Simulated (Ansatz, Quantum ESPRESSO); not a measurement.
# 2H-NbSTe, 1 layer: response to a perpendicular field, part 6 of 7

How does 2H-NbSTe, 1 layer respond to a gate-like field without added charge?

Quantum ESPRESSO 7.5; plane-wave DFT, RPBE, GBRV ultrasoft pseudopotentials made under PBE; geometry and cross-check by Ansatz 0.2.0 with PAW datasets.

So far. Step 14 (Density by pp.x): The density integrates to 25.000 electrons, as the 25 of the input ask. Step 19 (Cross-check with Ansatz: field 0.1 V/Å): At 0.1 V/Å Ansatz's dipole is -0.0038 e Å against -0.0066 from pw.x, under another functional.

### Step 22. SCF with pw.x, with conv_thr = 1e-10

How much does a setting matter? One run is repeated with a change.

Level of this step: plane-wave DFT, RPBE, GBRV ultrasoft pseudopotentials made under PBE (Quantum ESPRESSO 7.5). input_dft overrides the functional of the files.

f1.w0.in

```
&control
  prefix = 'f1.w0'
  outdir = './out'
  pseudo_dir = './pseudo'
  calculation = 'scf'
  tprnfor = .true.
  tefield = .true.
  dipfield = .true.
/
&system
  ibrav = 0
  nat = 3
  ntyp = 3
  ecutwfc = 40
  ecutrho = 200
  input_dft = 'rpbe'
  occupations = 'smearing'
  smearing = 'fd'
  degauss = 0.004
  edir = 3
  emaxpos = 0.97
  eopreg = 0.04
  eamp = 0.00194469
/
&electrons
  conv_thr = 1e-10
  mixing_beta = 0.4
  electron_maxstep = 120
  mixing_mode = 'plain'
/
ATOMIC_SPECIES
  Te  127.6000  te_pbe_v1.uspp.F.UPF
  Nb  92.9064  nb_pbe_v1.uspp.F.UPF
  S   32.0600  s_pbe_v1.4.uspp.F.UPF
CELL_PARAMETERS angstrom
  3.53190124983176 0.00000000000000 -0.00000000000000
  -1.76595062491588 3.05871620601231 0.00000000000000
  -0.00000000000000 0.00000000000000 20.42899426260000
ATOMIC_POSITIONS crystal
  Te  0.333333333333 0.666666666667 0.417425539445
  Nb  0.000000000000 -0.000000000000 0.513359579975
  S   0.333333333333 0.666666666667 0.581986021980
K_POINTS automatic
  12 12 1 0 0 0
```

Launch:

```bash
$ OMP_NUM_THREADS=1 mpirun -n 4 pw.x -nk 4 -in f1.w0.in > f1.w0.out
```

The program printed:

```text
[banner, memory and clock lines left out]
Program PWSCF v.7.5 starts
[citation notice left out]

[...]
bravais-lattice index     =            0
     lattice parameter (alat)  =       6.6743  a.u.
     unit-cell volume          =    1489.3313 (a.u.)^3
     number of atoms/cell      =            3
     number of atomic types    =            3
     number of electrons       =        25.00
     number of Kohn-Sham states=           17
     kinetic-energy cutoff     =      40.0000  Ry
     charge density cutoff     =     200.0000  Ry
     scf convergence threshold =      1.0E-10
     mixing beta               =       0.4000
     number of iterations used =            8  plain     mixing
     Exchange-correlation= RPBE
                           (   1   4  44   4   0   0   0)

[...]
PseudoPot. # 1 for Te read from file:
     ./pseudo/te_pbe_v1.uspp.F.UPF
     Pseudo is Ultrasoft + core correction, Zval =  6.0
     Generated by new atomic code, or converted to UPF format
     Using radial grid of  891 points,  5 beta functions with:
                l(1) =   0
                l(2) =   0
                l(3) =   1
                l(4) =   1
                l(5) =   2
     Q(r) pseudized with  6 coefficients,  rinner =    1.800   1.800   1.800
                                                       1.800   1.800

     PseudoPot. # 2 for Nb read from file:
     ./pseudo/nb_pbe_v1.uspp.F.UPF
     Pseudo is Ultrasoft + core correction, Zval = 13.0
     Generated by new atomic code, or converted to UPF format
     Using radial grid of  887 points,  6 beta functions with:
                l(1) =   0
                l(2) =   0
                l(3) =   1
                l(4) =   1
                l(5) =   2
                l(6) =   2
     Q(r) pseudized with  6 coefficients,  rinner =    1.000   1.000   1.000
                                                       1.000   1.000

     PseudoPot. # 3 for S  read from file:
     ./pseudo/s_pbe_v1.4.uspp.F.UPF
     Pseudo is Ultrasoft + core correction, Zval =  6.0
     Generated by new atomic code, or converted to UPF format
     Using radial grid of  907 points,  6 beta functions with:
                l(1) =   0
                l(2) =   0
                l(3) =   1
                l(4) =   1
                l(5) =   2
                l(6) =   2
     Q(r) pseudized with  8 coefficients,  rinner =    1.300   1.300   1.300
                                                       1.300   1.300

     atomic species   valence    mass     pseudopotential
     Te                6.00   127.60000     Te( 1.00)
     Nb               13.00    92.90640     Nb( 1.00)
     S                 6.00    32.06000     S ( 1.00)

     No symmetry found

[...]
number of k points=    74  Fermi-Dirac smearing, width (Ry)=  0.0040
[...]
Dense  grid:    70913 G-vectors     FFT dimensions: (  32,  32, 180)

     Smooth grid:    51089 G-vectors     FFT dimensions: (  27,  27, 160)

     Initial potential from superposition of free atoms

     starting charge      24.9970, renormalised to      25.0000

     negative rho (up, down):  2.533E-03 0.000E+00

     Adding external electric field

     Computed dipole along edir(3) :
        Dipole                0.0001 Ry au,          0.0001 Debye
        Dipole field          0.0000 Ry au,

        E field amplitude [Ha a.u.]:  1.9447E-03
        Potential amp.        0.1441 Ry
        Total length         37.0610 bohr

     Starting wfcs are   21 randomized atomic wfcs

     per-process dynamical memory:    80.5 Mb

     Self-consistent Calculation

     iteration #  1     ecut=    40.00 Ry     beta= 0.40
     Davidson diagonalization with overlap
     ethr =  1.00E-02,  avg # of iterations =  2.0

     negative rho (up, down):  2.522E-03 0.000E+00

     Adding external electric field

     Computed dipole along edir(3) :
        Dipole               -0.0446 Ry au,         -0.1134 Debye
        Dipole field         -0.0004 Ry au,

        E field amplitude [Ha a.u.]:  1.9447E-03
        Potential amp.        0.1721 Ry
        Total length         37.0610 bohr

     total energy              =    -168.66170656 Ry
     estimated scf accuracy    <       0.37198871 Ry

     iteration #  2     ecut=    40.00 Ry     beta= 0.40
[...]
negative rho (up, down):  2.635E-03 0.000E+00

[...]
Dipole               -0.1188 Ry au,         -0.3020 Debye
[...]
E field amplitude [Ha a.u.]:  1.9447E-03
[...]
total energy              =    -168.67180660 Ry
     estimated scf accuracy    <       0.68943654 Ry

     iteration #  3     ecut=    40.00 Ry     beta= 0.40
[...]
negative rho (up, down):  2.653E-03 0.000E+00

[...]
Dipole                0.1381 Ry au,          0.3510 Debye
[...]
E field amplitude [Ha a.u.]:  1.9447E-03
[...]
total energy              =    -168.76373297 Ry
     estimated scf accuracy    <       0.07444145 Ry

     iteration #  4     ecut=    40.00 Ry     beta= 0.40
[...]
negative rho (up, down):  2.688E-03 0.000E+00

[...]
Dipole               -0.0241 Ry au,         -0.0613 Debye
[...]
E field amplitude [Ha a.u.]:  1.9447E-03
[...]
total energy              =    -168.76709957 Ry
     estimated scf accuracy    <       0.13596144 Ry

     iteration #  5     ecut=    40.00 Ry     beta= 0.40
[...]
negative rho (up, down):  2.702E-03 0.000E+00

[...]
Dipole               -0.0225 Ry au,         -0.0572 Debye
[...]
E field amplitude [Ha a.u.]:  1.9447E-03
[...]
total energy              =    -168.77770565 Ry
     estimated scf accuracy    <       0.00198043 Ry

     iteration #  6     ecut=    40.00 Ry     beta= 0.40
[...]
negative rho (up, down):  2.713E-03 0.000E+00

[...]
Dipole               -0.0125 Ry au,         -0.0318 Debye
[...]
E field amplitude [Ha a.u.]:  1.9447E-03
[...]
total energy              =    -168.77808795 Ry
     estimated scf accuracy    <       0.00043586 Ry

[...]
iteration # 11     ecut=    40.00 Ry     beta= 0.40
[...]
negative rho (up, down):  2.712E-03 0.000E+00

[...]
Dipole               -0.0124 Ry au,         -0.0316 Debye
[...]
E field amplitude [Ha a.u.]:  1.9447E-03
[...]
total energy              =    -168.77812637 Ry
     estimated scf accuracy    <       0.00000002 Ry

     iteration # 12     ecut=    40.00 Ry     beta= 0.40
[...]
negative rho (up, down):  2.712E-03 0.000E+00

[...]
Dipole               -0.0124 Ry au,         -0.0316 Debye
[...]
E field amplitude [Ha a.u.]:  1.9447E-03
[...]
total energy              =    -168.77812638 Ry
     estimated scf accuracy    <          7.3E-10 Ry

     iteration # 13     ecut=    40.00 Ry     beta= 0.40
[...]
negative rho (up, down):  2.713E-03 0.000E+00

[...]
Dipole               -0.0124 Ry au,         -0.0316 Debye
[...]
E field amplitude [Ha a.u.]:  1.9447E-03
[...]
total energy              =    -168.77812638 Ry
     estimated scf accuracy    <          4.9E-10 Ry

     iteration # 14     ecut=    40.00 Ry     beta= 0.40
[...]
negative rho (up, down):  2.713E-03 0.000E+00

[...]
Dipole               -0.0124 Ry au,         -0.0316 Debye
[...]
E field amplitude [Ha a.u.]:  1.9447E-03
[...]
End of self-consistent calculation

          k = 0.0000 0.0000 0.0000 (  6401 PWs)   bands (ev):

   -55.8044 -31.8807 -31.7817 -31.7817 -13.8301 -12.3909  -5.5328  -3.4305
    -3.4305  -2.5279  -1.0653  -1.0653   0.3654   2.2159   2.2159   2.6876
     2.6876

          k = 0.0000 0.0962 0.0000 (  6393 PWs)   bands (ev):

   -55.8033 -31.8779 -31.7959 -31.7849 -13.7683 -12.3297  -5.4419  -3.6393
    -3.4052  -2.4711  -1.2620  -1.1472   0.2635   2.0611   2.3147   2.3502
     2.5944

[...]
the Fermi energy is    -0.5630 ev

!    total energy              =    -168.77812638 Ry
     estimated scf accuracy    <          5.5E-12 Ry
     smearing contrib. (-TS)   =      -0.00289062 Ry
     internal energy E=F+TS    =    -168.77523576 Ry

     The total energy is F=E-TS. E is the sum of the following terms:
     one-electron contribution =    -832.29115285 Ry
     hartree contribution      =     416.76005593 Ry
     xc contribution           =     -41.41916369 Ry
     ewald contribution        =     288.17497516 Ry
     electric field correction =       0.00004969 Ry

     convergence has been achieved in  14 iterations

     negative rho (up, down):  2.713E-03 0.000E+00

     Forces acting on atoms (cartesian axes, Ry/au):

     atom    1 type  1   force =     0.00000000    0.00000000   -0.00688505
     atom    2 type  2   force =    -0.00000001   -0.00000001    0.00085870
     atom    3 type  3   force =     0.00000001    0.00000001    0.00602635

     Total force =     0.009190     Total SCF correction =     0.000003

[...]
```

Wall time 45 s (4 MPI ranks of Intel Xeon Platinum 8488C (Sapphire Rapids), shared host); peak memory 0.58 GiB; 3 min of CPU time.

Beside the run it was changed from:

| quantity | this run | unchanged run | difference |
| --- | --- | --- | --- |
| dipole along the normal (e·Å) | -0.006579 | -0.006621 | 4.2e-5 |
| free energy (eV) | -2296.343 | -2296.343 | 0 |
| wall time (s) | 45 | 35 |  |
| SCF iterations | 14 | 9 |  |

The free energy moves by +0 meV an atom.

This run starts from superposed atoms, the unchanged one from a saved density, so their iteration counts don't compare.

The physical values in this table move by up to 0.63 %.

[end of part 6 of 7]

[Logs are printed without paths, hosts, clocks, repeated set-up lines and the standing remarks that a program may print on its own settings, such as how far it seeks lower states.]

[Hosts, paths, dates, database ids (printed as entryN), source tags and the programs' standing remarks are cut or masked in the printed files.]

[Maps of the electrostatic potential energy from Ansatz leave out the sawtooth potential of an applied field or a dipole correction, so their vacuum need not be flat; planar profiles and work functions include it.]
